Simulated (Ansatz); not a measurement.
Consider SrNbO3 (Pm-3m).

```
Sr Nb O
1.0
     0.00000   -3.99700    0.00000
     0.00000    0.00000    3.99700
    -3.99700    0.00000    0.00000
Sr Nb O
1 1 3
Cartesian
  0.0000 0.0000 0.0000
  -1.9985 -1.9985 1.9985
  0.0000 -1.9985 1.9985
  -1.9985 -1.9985 0.0000
  -1.9985 0.0000 1.9985
```

 The program's search for lower electronic states was switched off, so nothing shows that the state found is the lowest. PAW set soft_2, made with PBE.

A constrained-RPA run (Ansatz 0.2.0; non-magnetic LDA; Nb t2g, bands v1 to c2, 4×4×4 mesh, medium accuracy) builds 3 functions on bands 4.1 eV wide, with 1.0 electrons in the window. The bare on-site interaction is 10.7 eV and the bare J 0.38 eV.

What U and J survive the screening?

On the Nb t2g shell, U = 2.95 eV (27 % of the bare value), U′ = 2.40 eV, J = 0.27 eV.

The parent state is non-magnetic and the interaction static (zero frequency); U depends on the window and the orbitals, so it belongs to this model alone.

[Paths, hosts, dates, memory and timing lines, banners, echoed tables and standing remarks are left out of the program output.]

[Logs are printed without paths, hosts, clocks, repeated set-up lines and the standing remarks that a program may print on its own settings, such as how far it seeks lower states.]

[Runs of the session that timed out or met a known fault of the program may be left out.]

[Hosts, paths, dates, database ids (printed as entryN), source tags and the programs' standing remarks are cut or masked in the printed files.]
